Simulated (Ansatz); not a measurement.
# Sc3CrN: relaxing a made-up structure

This structure for Sc3CrN is made up. Its elements were placed in a known structure type with a cell scaled to their sizes. What cell does the guess relax to, and how far off was it?

Method: DFT, PBE, plane-wave PAW, files of the set soft_1, scalar-relativistic, ferromagnetic start, cell and ions relaxed at zero pressure; PAW set soft_1, in the first sound run; inputs show where later runs differ, in Ansatz 0.2.0.

## Step 1: Starting point

Symmetry: Pm-3m, No. 221, cubic system. The conventional cell has a = 4.259 Å, b = 4.259 Å, c = 4.259 Å, α = 90.00°, β = 90.00°, γ = 90.00°. Cr has 12 Sc at 3.01 Å nearest. Sc has 2 N at 2.13 Å nearest. N has 6 Sc at 2.13 Å nearest. Farther neighbours and most contacts between anions are not listed.

As a file:

```cif
data_structure
_symmetry_space_group_name_H-M 'Pm-3m'
_symmetry_Int_Tables_number 221
_cell_length_a 4.2590
_cell_length_b 4.2590
_cell_length_c 4.2590
_cell_angle_alpha 90.000
_cell_angle_beta 90.000
_cell_angle_gamma 90.000
_cell_volume 77.25
loop_
_atom_site_label
_atom_site_type_symbol
_atom_site_symmetry_multiplicity
_atom_site_Wyckoff_symbol
_atom_site_fract_x
_atom_site_fract_y
_atom_site_fract_z
_atom_site_occupancy
Cr1 Cr 1 a 0.00000 0.00000 0.00000 1
Sc1 Sc 3 c 0.50000 0.00000 0.50000 1
N1 N 1 b 0.50000 0.50000 0.50000 1
```

## Step 2: Relaxation of the guess

The guess takes its coordinates from another compound and its volume from a rule, so the cell and any free coordinates are relaxed together.

input.yaml

```yaml
crystal:
  lattice:
    - [4.259, 0.0, 0.0]
    - [0.0, 4.259, 0.0]
    - [0.0, 0.0, 4.259]
  atoms:
    - { symbol: Cr, position: [0.0, 0.0, 0.0], spin: 3.0 }
    - { symbol: Sc, position: [0.5, 0.0, 0.5] }
    - { symbol: Sc, position: [0.0, 0.5, 0.5] }
    - { symbol: Sc, position: [0.5, 0.5, 0.0] }
    - { symbol: "N", position: [0.5, 0.5, 0.5] }
magnetization:
  spin_polarized: true
kpoints:
  mp_grid: { grid: [6, 6, 6] }
scf:
  occupations: { method: fermi_dirac, width: 0.05 }
hamiltonian:
  xc: pbe
  pseudopotentials: { kind: paw, azcp: { folder: soft_1 } }
relax:
  f_tol: 0.015
  max_steps: 70
  cell: {}
output:
  forces: true
  stress: true
```

Run with:

```console
ansatz run input.yaml --threads 4 --pin off --max-ram 8192MiB --backend cpu --events-out ev --progress --plain --runs-dir out
```

Numbers of over 12 decimals in the logs are rounded to 6 here.

The log of the run:

```text
Engine: ansatz 0.2.0, aarch64-unknown-linux-gnu
Pseudopotentials: kind: paw
Pseudopotential: Cr, paw, valence charge 14, recommended cutoff 420 eV (normal), soft_1/Cr.paw.azcp
Pseudopotential: Sc, paw, valence charge 11, recommended cutoff 420 eV (normal), soft_1/Sc.paw.azcp
Pseudopotential: N, paw, valence charge 5, recommended cutoff 420 eV (normal), soft_1/N.paw.azcp
Functional definition: PBE
  parameter kappa = 0.804
  parameter beta = 0.066725
  exchange = pbe_x(kappa = kappa, mu = beta*pi^2/3)
  correlation = pbe_c(beta = beta)
Crystal: 5 atoms, lattice volume = 77.254 Å³
Basis set: ecut = 420 eV, 1503 PW (Γ), exchange–correlation on 60×60×60 points (8 copies of the dense FFT grid, shifted against one another)
Bands: 33, of which v1, the nominal top of the filled ones, is band 26 counted from 1 (25 counted from 0)
Symmetry: 48 space group operations
Space group: Pm-3m (ITA 221), of the structure as read, at distance tolerance 4.3e-5 Å
Magnetic group: BNS 221.92 (UNI 1594), of the structure as read, at distance tolerance 4.3e-5 Å
k-points: 20 of 216
Non-local potential: Cr, projectors of the file, l = 0: 3, l = 1: 2, l = 2: 3, l = 3: 1
Non-local potential: Sc, projectors of the file, l = 0: 3, l = 1: 2, l = 2: 3, l = 3: 1
Non-local potential: N, projectors of the file, l = 0: 2, l = 1: 2, l = 2: 1
PAW form: soft (Blöchl's): semilocal exchange-correlation on the pseudo side does not see the compensation charge
PAW one-centre angular grid: Cr, 590 points (default); XC on 64 Gauss nodes
PAW one-centre angular grid: Sc, 590 points (default); XC on 64 Gauss nodes
PAW one-centre angular grid: N, 110 points (default); XC on 64 Gauss nodes
Initial density: superposition of atomic densities (chi_scale 0.1, normalization cell, long waves kept (reshape's long-wave potential 0.01 eV rms))
Starting moments: Σ|m| = 3 μB on 1 of 5 sites
Initial wavefunctions: pseudopotential atomic-orbital guess
Functional: x = pbe(κ = 0.804, μ = 0.219515), c = pbe(β = 0.066725)
SCF iter   1: F=—  HF=-10168.895696 eV  |F-HF|=—  |Δ(HF+E_count)|=         —  Δρ=9.18e-2 (↑9.18e-2 ↓5.29e-2)  dr2=2.30e1  dr2_m=2.92e-1  M=2.830 μB ∫|m|=3.045 μB  β_m=0.30  ethr=3.10e-3  ⟨swp⟩=4.3  Hψ=4232  notcnv=0
Mixer restart at iter 1: flushing history
preconditioner: auto → Kerker (q_TF=auto, 2.554 Å⁻¹)  [metal: Δε(μ)=0.001 eV  Ē_g=5.422 eV  σ=0.050 eV  W_gap=0.00  n_scr=18 (ndim 8)  ℏωp=18.9 eV  f_vac=0.000  D(μ)=6.07/eV (n_scr^D=80)]
spin=Collinear: Kerker preconditioning applied to the charge; magnetization (m = ρ↑ − ρ↓) channel mixes plain (no charge-response kernel on spin).
SCF iter   2: F=—  HF=-10171.640641 eV  |F-HF|=—  |Δ(HF+E_count)|=    2.74e0  Δρ=2.07e-2 (↑1.60e-2 ↓2.07e-2)  dr2=1.32e0  dr2_m=5.06e-2  M=2.768 μB ∫|m|=3.260 μB  β_m=0.32  ethr=3.10e-3  ⟨swp⟩=3.6  Hψ=3455  notcnv=0  defer=24
SCF iter   3: F=—  HF=-10171.448826 eV  |F-HF|=—  |Δ(HF+E_count)|=   1.92e-1  Δρ=1.38e-2 (↑1.38e-2 ↓1.34e-2)  dr2=3.15e-1  dr2_m=5.59e-2  M=2.783 μB ∫|m|=3.347 μB  β_m=0.63  ethr=2.53e-3  ⟨swp⟩=2.5  Hψ=1911  notcnv=0  defer=21
SCF iter   4: F=—  HF=-10171.422639 eV  |F-HF|=—  |Δ(HF+E_count)|=   2.62e-2  Δρ=1.26e-2 (↑1.26e-2 ↓2.46e-3)  dr2=1.60e-1  dr2_m=2.78e-2  M=2.799 μB ∫|m|=3.598 μB  β_m=0.68  ethr=6.06e-4  ⟨swp⟩=2.9  Hψ=2393  notcnv=0  defer=16
SCF iter   5: F=—  HF=-10171.533660 eV  |F-HF|=—  |Δ(HF+E_count)|=         —  Δρ=1.79e-2 (↑1.79e-2 ↓7.50e-3)  dr2=1.31e-1  dr2_m=1.12e-1  M=3.084 μB ∫|m|=3.965 μB  β_m=0.68  ethr=3.08e-4  ⟨swp⟩=2.5  Hψ=1988  notcnv=0  defer=16
Mixer restart at iter 5: flushing history
SCF iter   6: F=—  HF=-10171.529241 eV  |F-HF|=—  |Δ(HF+E_count)|=   4.42e-3  Δρ=3.70e-3 (↑3.44e-3 ↓3.70e-3)  dr2=2.07e-2  dr2_m=1.14e-3  M=2.979 μB ∫|m|=3.950 μB  β_m=0.65  ethr=2.52e-4  ⟨swp⟩=3.4  Hψ=2690  notcnv=0  defer=16
SCF iter   7: F=—  HF=-10171.531490 eV  |F-HF|=—  |Δ(HF+E_count)|=   2.25e-3  Δρ=5.50e-3 (↑5.50e-3 ↓2.09e-3)  dr2=1.31e-2  dr2_m=1.00e-2  M=3.052 μB ∫|m|=4.038 μB  β_m=0.68  ethr=3.98e-5  ⟨swp⟩=2.7  Hψ=2980  notcnv=0  defer=19
SCF iter   8: F=—  HF=-10171.528786 eV  |F-HF|=—  |Δ(HF+E_count)|=   2.70e-3  Δρ=7.02e-4 (↑3.71e-4 ↓7.02e-4)  dr2=9.54e-4  dr2_m=4.17e-5  M=3.028 μB ∫|m|=4.063 μB  β_m=0.84  ethr=2.52e-5  ⟨swp⟩=2.5  Hψ=1892  notcnv=0  defer=21
SCF iter   9: F=—  HF=-10171.529432 eV  |F-HF|=—  |Δ(HF+E_count)|=   6.46e-4  Δρ=3.44e-4 (↑3.44e-4 ↓1.77e-4)  dr2=3.15e-4  dr2_m=6.66e-6  M=3.031 μB ∫|m|=4.075 μB  β_m=0.86  ethr=1.83e-6  ⟨swp⟩=2.0  Hψ=1692  notcnv=0  defer=21
SCF iter  10: F=—  HF=-10171.529404 eV  |F-HF|=—  |Δ(HF+E_count)|=   2.83e-5  Δρ=1.86e-4 (↑1.86e-4 ↓1.20e-4)  dr2=4.27e-5  dr2_m=4.95e-6  M=3.035 μB ∫|m|=4.081 μB  β_m=0.80  ethr=6.05e-7  ⟨swp⟩=2.0  Hψ=1762  notcnv=0  defer=21
SCF iter  11: F=—  HF=-10171.529341 eV  |F-HF|=—  |Δ(HF+E_count)|=   6.26e-5  Δρ=8.26e-5 (↑8.26e-5 ↓4.60e-5)  dr2=4.80e-6  dr2_m=1.82e-6  M=3.034 μB ∫|m|=4.081 μB  β_m=0.90  ethr=8.20e-8  ⟨swp⟩=2.0  Hψ=1718  notcnv=0  defer=21
SCF iter  12: F=—  HF=-10171.529343 eV  |F-HF|=—  |Δ(HF+E_count)|=   1.27e-6  Δρ=1.66e-5 (↑1.66e-5 ↓8.55e-6)  dr2=2.54e-7  dr2_m=8.95e-8  M=3.032 μB ∫|m|=4.082 μB  β_m=0.95  ethr=9.23e-9  ⟨swp⟩=2.0  Hψ=2236  notcnv=0  defer=21
SCF iter  13: F=—  HF=-10171.529343 eV  |F-HF|=—  |Δ(HF+E_count)|=   3.97e-8  Δρ=6.00e-6 (↑5.07e-6 ↓6.00e-6)  dr2=9.07e-9  dr2_m=1.99e-8  M=3.032 μB ∫|m|=4.082 μB  β_m=0.98  ethr=4.88e-10  ⟨swp⟩=2.0  Hψ=1700  notcnv=0  defer=21
SCF iter  14: F=-10171.529343 eV  HF=-10171.529343 eV  |F-HF|=5.02e-8  |Δ(HF+E_count)|=   5.38e-8  Δρ=5.10e-6 (↑5.10e-6 ↓3.16e-6)  dr2=5.86e-8  dr2_m=3.38e-9  M=3.031 μB ∫|m|=4.082 μB  ethr=1.74e-11  ⟨swp⟩=1.1  Hψ=3868  notcnv=0
SCF 1 converged in 14 iterations: F = -10171.529343 eV  dr2 = 5.86e-8
  greatest PAW one-centre occupation: 1.000 electrons in one spin orbital (limit 2), on the Cr atom at site 0 (counted from 0), in its partial waves of l = 0
relax step   1: F+E_penalty+E_count = -10171.52934274 eV  Δ(F+E_penalty+E_count) = +0.000e0 eV  max|allowed force component| = 2.871e-29 eV/Å  Δτ_max = 0.0000 Å  P = +15.610 GPa  Ω = 77.254 Å³  (14 SCF iters, dr2 threshold 1.00e-7 eV, accepted)
Crystal: 5 atoms, lattice volume = 88.591 Å³
Basis set: ecut = 420 eV, 1743 PW (Γ), exchange–correlation on 60×60×60 points (8 copies of the dense FFT grid, shifted against one another)
Initial density: handed on by an earlier stage of this run
Starting moments: Σ|m| = 3 μB on 1 of 5 sites; this step starts from the density that it was given
Initial wavefunctions: those handed on with the density
iter 1 solved again at ethr=2.50e-3 eV; its pass at ethr=3.10e-3 eV (dr2=1.30e0 eV) is discarded
[...]
SCF iter   6: F=—  HF=-10171.996992 eV  |F-HF|=—  |Δ(HF+E_count)|=   1.05e-5  Δρ=4.78e-5 (↑4.78e-5 ↓3.45e-5)  dr2=1.06e-6  dr2_m=1.05e-6  M=4.236 μB ∫|m|=4.591 μB  β_m=0.95  ethr=5.07e-9  ⟨swp⟩=2.2  Hψ=2425  notcnv=0
SCF iter   7: F=—  HF=-10171.996994 eV  |F-HF|=—  |Δ(HF+E_count)|=   2.08e-6  Δρ=3.70e-5 (↑3.70e-5 ↓2.85e-5)  dr2=2.01e-6  dr2_m=5.73e-7  M=4.231 μB ∫|m|=4.589 μB  β_m=0.97  ethr=2.03e-9  ⟨swp⟩=2.5  Hψ=2290  notcnv=0
SCF iter   8: F=—  HF=-10171.996995 eV  |F-HF|=—  |Δ(HF+E_count)|=   1.24e-6  Δρ=1.84e-5 (↑1.84e-5 ↓1.34e-5)  dr2=4.42e-7  dr2_m=1.64e-7  M=4.227 μB ∫|m|=4.587 μB  β_m=0.99  ethr=2.03e-9  ⟨swp⟩=2.5  Hψ=2335  notcnv=0
SCF iter   9: F=—  HF=-10171.996996 eV  |F-HF|=—  |Δ(HF+E_count)|=   9.44e-7  Δρ=8.29e-6 (↑8.29e-6 ↓2.63e-6)  dr2=1.06e-7  dr2_m=1.59e-8  M=4.221 μB ∫|m|=4.585 μB  β_m=0.99  ethr=8.51e-10  ⟨swp⟩=2.0  Hψ=2252  notcnv=0
SCF iter  10: F=-10171.996996 eV  HF=-10171.996996 eV  |F-HF|=1.65e-8  |Δ(HF+E_count)|=   1.25e-7  Δρ=3.07e-6 (↑3.07e-6 ↓7.25e-7)  dr2=1.77e-8  dr2_m=1.45e-9  M=4.220 μB ∫|m|=4.585 μB  ethr=2.04e-10  ⟨swp⟩=1.2  Hψ=3247  notcnv=0
SCF 3 converged in 10 iterations: F = -10171.996996 eV  dr2 = 1.77e-8
relax step   3: F+E_penalty+E_count = -10171.99699623 eV  Δ(F+E_penalty+E_count) = -1.182e-3 eV  max|allowed force component| = 6.732e-30 eV/Å  Δτ_max = 0.0000 Å  P = -0.097 GPa  Ω = 88.126 Å³  energy of the carried Pulay correction = -4.895e-3 eV  (10 SCF iters, dr2 threshold 5.00e-7 eV, accepted)
[...]
relax step   4: F+E_penalty+E_count = -10171.99706273 eV  Δ(F+E_penalty+E_count) = -6.650e-5 eV  max|allowed force component| = 1.381e-29 eV/Å  Δτ_max = 0.0000 Å  P = +0.001 GPa  Ω = 88.034 Å³  energy of the carried Pulay correction = -4.856e-3 eV  (10 SCF iters, dr2 threshold 2.34e-8 eV, accepted)
[...]
relax step   5: F+E_penalty+E_count = -10172.00625632 eV  Δ(F+E_penalty+E_count) = -9.194e-3 eV  max|allowed force component| = 8.651e-30 eV/Å  Δτ_max = 0.0000 Å  P = +0.157 GPa  Ω = 88.034 Å³  stress off target by 1.57e-1 GPa  SCF on the basis re-selected at this cell (its energy is not comparable with the rows above)  (13 SCF iters)
[...]
relax step   6: F+E_penalty+E_count = -10172.00627230 eV  Δ(F+E_penalty+E_count) = -1.598e-5 eV  max|allowed force component| = 9.230e-30 eV/Å  Δτ_max = 0.0000 Å  P = +0.004 GPa  Ω = 88.183 Å³  energy of the carried Pulay correction = -5.869e-5 eV  (10 SCF iters, dr2 threshold 6.18e-8 eV, accepted)
iter 1 solved again at ethr=6.32e-8 eV; its pass at ethr=3.10e-3 eV (dr2=3.29e-5 eV) is discarded
SCF iter   1: F=—  HF=-10172.006300 eV  |F-HF|=—  |Δ(HF+E_count)|=         —  Δρ=1.11e-6 (↑1.11e-6 ↓8.53e-7)  dr2=9.22e-10  dr2_m=1.57e-10  M=4.230 μB ∫|m|=4.590 μB  β_m=0.65  ethr=6.32e-8  ⟨swp⟩=3.3  Hψ=7592  notcnv=0
eigensolver tolerance schedule: the retry pair's looser diagonalisation over-reported the residual by 35672.97 of it (diagonalisation noise at 2.67 of the residual, at the tolerance the schedule requests for it); recorded, not acted on — ethr = c·dr2/N_el stays at c = 1.0e-1
preconditioner: auto → Kerker (q_TF=auto, 2.051 Å⁻¹)  [metal: Δε(μ)=0.034 eV  Ē_g=4.834 eV  σ=0.050 eV  W_gap=0.16  n_scr=18 (ndim 8)  ℏωp=17.7 eV  f_vac=0.000  D(μ)=7.01/eV (n_scr^D=80)]
spin=Collinear: Kerker preconditioning applied to the charge; magnetization (m = ρ↑ − ρ↓) channel mixes plain (no charge-response kernel on spin).
SCF iter   2: F=—  HF=-10172.006299 eV  |F-HF|=—  |Δ(HF+E_count)|=   5.94e-7  Δρ=4.73e-7 (↑4.73e-7 ↓3.64e-7)  dr2=1.41e-10  dr2_m=3.41e-11  M=4.230 μB ∫|m|=4.590 μB  β_m=0.46  ethr=1.77e-12  ⟨swp⟩=3.2  Hψ=2770  notcnv=0
SCF iter   3: F=—  HF=-10172.006299 eV  |F-HF|=—  |Δ(HF+E_count)|=  2.84e-10  Δρ=2.54e-7 (↑2.47e-7 ↓2.54e-7)  dr2=2.45e-11  dr2_m=1.57e-11  M=4.230 μB ∫|m|=4.590 μB  β_m=0.61  ethr=1.00e-12  ⟨swp⟩=1.9  Hψ=1505  notcnv=0
SCF iter   4: F=—  HF=-10172.006299 eV  |F-HF|=—  |Δ(HF+E_count)|=  1.96e-10  Δρ=1.23e-7 (↑1.23e-7 ↓1.09e-7)  dr2=1.01e-11  dr2_m=8.37e-12  M=4.230 μB ∫|m|=4.590 μB  β_m=0.81  ethr=1.00e-12  ⟨swp⟩=1.0  Hψ=1320  notcnv=0
SCF iter   5: F=—  HF=-10172.006299 eV  |F-HF|=—  |Δ(HF+E_count)|=  8.19e-11  Δρ=1.12e-7 (↑8.71e-8 ↓1.12e-7)  dr2=6.48e-12  dr2_m=6.95e-12  M=4.230 μB ∫|m|=4.590 μB  β_m=0.90  ethr=1.00e-12  ⟨swp⟩=1.3  Hψ=1346  notcnv=0
SCF iter   6: F=-10172.006299 eV  HF=-10172.006299 eV  |F-HF|=1.82e-12  |Δ(HF+E_count)|=  3.82e-11  Δρ=9.57e-8 (↑9.57e-8 ↓7.81e-8)  dr2=4.65e-12  dr2_m=5.02e-12  M=4.230 μB ∫|m|=4.590 μB  ethr=1.00e-12  ⟨swp⟩=2.4  Hψ=3842  notcnv=0
SCF 7 converged in 6 iterations: F = -10172.006299 eV  dr2 = 4.65e-12
relax step   7: F+E_penalty+E_count = -10172.00629949 eV  Δ(F+E_penalty+E_count) = -2.719e-5 eV  max|allowed force component| = 5.154e-30 eV/Å  Δτ_max = 0.0000 Å  P = +0.004 GPa  Ω = 88.183 Å³  stress off target by 3.96e-3 GPa  SCF on the basis re-selected at this cell (its energy is not comparable with the rows above)  (6 SCF iters)
basis re-selected at this cell: Δ(F+E_penalty+E_count) = -2.719e-5 eV, ΔP = +0.000 GPa vs the last step (what re-selecting the basis moved, of the pressure what is left beyond the Pulay correction that the steps carried, after the strain that the cell walked since its last selection, with what the two solves' SCF thresholds leave and, on support functions, any second-order correction that the steps lacked; it is no m [...]
SCF converged after 6 iterations
Magnetization: 4.2298 μB (28.1149 up, 23.8851 down)
Absolute magnetization: 4.6320 μB (∫|ρ↑−ρ↓|, with the PAW one-centre terms)
Spin contamination: 0.4198 ħ² per cell (⟨S²⟩ above its minimum at these occupations)
Per-site moments (μB) at R_I (Å): [(3.739171, 1.298285), (-0.00599504, 0.918026), (-0.00599504, 0.918026), (-0.00599504, 0.918026), (0.032201, 0.918026)]
Free energy (F): -10172.006299 eV
Harris-Foulkes:  -10172.006299 eV  (|F-HF|=1.82e-12)
Internal energy: -10171.950127 eV  (E = F + TS)
E sigma→0 (E₀):  -10171.978213 eV
Entropy (-TS):   -0.056172 eV (-11.234 meV/atom)
Fermi energy:    10.991343 eV
--- Per-component energies (eV) ---
  E_band       = -689.626923
  E_kinetic    = 1049.574923
  E_local      = -4122.185507  (includes V_loc(G=0)·N_el)
  E_nonlocal   = 510.378754
  E_hartree    = 1612.322997
  E_xc         = -431.296042
  E_vxc        = -537.207029  (∫ρ·V_xc dr)
  E_paw        = -4322.927164  (= ΣΔE_a)
  E_vpaw       = -814.835687  (= ΣTr[D̂ρ^β])
  E_aug_tail   = 0.001602  (compensation charges beyond the density's cutoff)
  E_ewald      = -4467.819691
  E_smearing   = -0.056172  (= −TS)
  E_closure    = -0.000000  (closes the sum)
  Σ components = -10172.006299   (vs F -10172.006299, Δ=0.00e0)
--- Forces (eV/Å), atoms counted from 1 ---
  atom   1  Cr     0.00000000    -0.00000000    -0.00000000
  atom   2  Sc     0.00000000     0.00000000     0.00000000
  atom   3  Sc     0.00000000     0.00000000    -0.00000000
  atom   4  Sc    -0.00000000     0.00000000     0.00000000
  atom   5  N     -0.00000000    -0.00000000     0.00000000
  max |Σ_I F_I| component: 6.44e-30 eV/Å
--- Stress (GPa, compression-positive) ---
        0.003956       0.000000      -0.000000
        0.000000       0.003956      -0.000000
       -0.000000      -0.000000       0.003956
  P = ⅓ Tr σ = 0.0040 GPa (0.040 kbar)
--- Relaxed structure (5 steps of the walk, 5 accepted, 2 SCFs on fresh bases) ---
  F+E_penalty+E_count = -10172.00629949 eV   max|allowed force component| = 5.154e-30 eV/Å   (the final SCF, on the basis selected at the relaxed cell)
  cell:  # Å, volume = 88.1826 Å³
    - [4.451035, 0, 0]
    - [0, 4.451035, 0]
    - [0, 0, 4.451035]
  atoms:
    - { symbol: Cr, position: [0, 0, 0] }
    - { symbol: Sc, position: [0.5, 0, 0.5] }
    - { symbol: Sc, position: [0, 0.5, 0.5] }
    - { symbol: Sc, position: [0.5, 0.5, 0] }
    - { symbol: N, position: [0.5, 0.5, 0.5] }
```

Elapsed: 17 s, on 4 threads of Arm Neoverse V2, shared host; peak memory 0.45 GiB; 57 s of CPU time.

Step by step:

| step | energy less that of the first step (eV) | largest force component (eV/Å) | pressure (GPa) | volume (Å³) |
| --- | --- | --- | --- | --- |
| 1 | 0.0000 | 0.0000 | 15.61 | 77.25 |
| 2 | -0.4665 | 0.0000 | -0.58 | 88.59 |
| 3 | -0.4677 | 0.0000 | -0.10 | 88.13 |
| 4 | -0.4677 | 0.0000 | 0.00 | 88.03 |
| 5* | -0.4769 | 0.0000 | 0.16 | 88.03 |
| 6 | -0.4769 | 0.0000 | 0.00 | 88.18 |
| 7* | -0.4770 | 0.0000 | 0.00 | 88.18 |

Relaxation steps marked * repeat the geometry before them on a plane-wave basis chosen anew for their cell, so energy and pressure can jump there.

Forces are held to the 48 operations that the run works with; a distortion that breaks them can't arise in this run.

| conventional cell, symmetrised | before | after | change |
| --- | --- | --- | --- |
| a (Å) | 4.259 | 4.451 | +4.5 % |
| b (Å) | 4.259 | 4.451 | +4.5 % |
| c (Å) | 4.259 | 4.451 | +4.5 % |
| volume (Å³/atom) | 15.45 | 17.64 | +14.1 % |

Final coordinates:

```cif
data_structure
_symmetry_space_group_name_H-M 'P 1'
_symmetry_Int_Tables_number 1
_cell_length_a 4.4510
_cell_length_b 4.4510
_cell_length_c 4.4510
_cell_angle_alpha 90.000
_cell_angle_beta 90.000
_cell_angle_gamma 90.000
_cell_volume 88.18
loop_
_atom_site_label
_atom_site_type_symbol
_atom_site_fract_x
_atom_site_fract_y
_atom_site_fract_z
_atom_site_occupancy
Cr1 Cr 0.00000 0.00000 0.00000 1
Sc2 Sc 0.50000 0.00000 0.50000 1
Sc3 Sc 0.00000 0.50000 0.50000 1
Sc4 Sc 0.50000 0.50000 0.00000 1
N5 N 0.50000 0.50000 0.50000 1
```

This step gave:

```yaml
free_energy: -10172.0063 eV
energy_at_zero_smearing: -10171.9782 eV
smearing_term_ts: 0.05617 eV
fermi_energy: 10.99 eV
magnetization: 4.230 μB
absolute_magnetization: 4.632 μB
site_moments: 3.739, -0.005995, -0.005995, -0.005995, 0.03220 μB
electrons: 52
symmetry_operations: 48
pressure: 0.003956 GPa
```

Site moment by atom:

| atom | site moment (μB) |
| --- | --- |
| Cr1 | 3.74 |
| Sc2 | -0.01 |
| Sc3 | -0.01 |
| Sc4 | -0.01 |
| N5 | 0.03 |

The shortest distance of each pair, which need not be the same contact before and after:

| pair | guess (Å) | relaxed (Å) |
| --- | --- | --- |
| N–Sc | 2.130 | 2.226 |
| Cr–Sc | 3.012 | 3.147 |
| Sc–Sc | 3.012 | 3.147 |
| Cr–N | 3.688 | 3.855 |
| Cr–Cr | 4.259 | 4.451 |

The relaxation ends with a pressure of 0.00 GPa.

[end of part 1 of 2]

[Logs are printed without paths, hosts, clocks, repeated set-up lines and the standing remarks that a program may print on its own settings, such as how far it seeks lower states.]

[Hosts, paths, dates, database ids (printed as entryN), source tags and the programs' standing remarks are cut or masked in the printed files.]
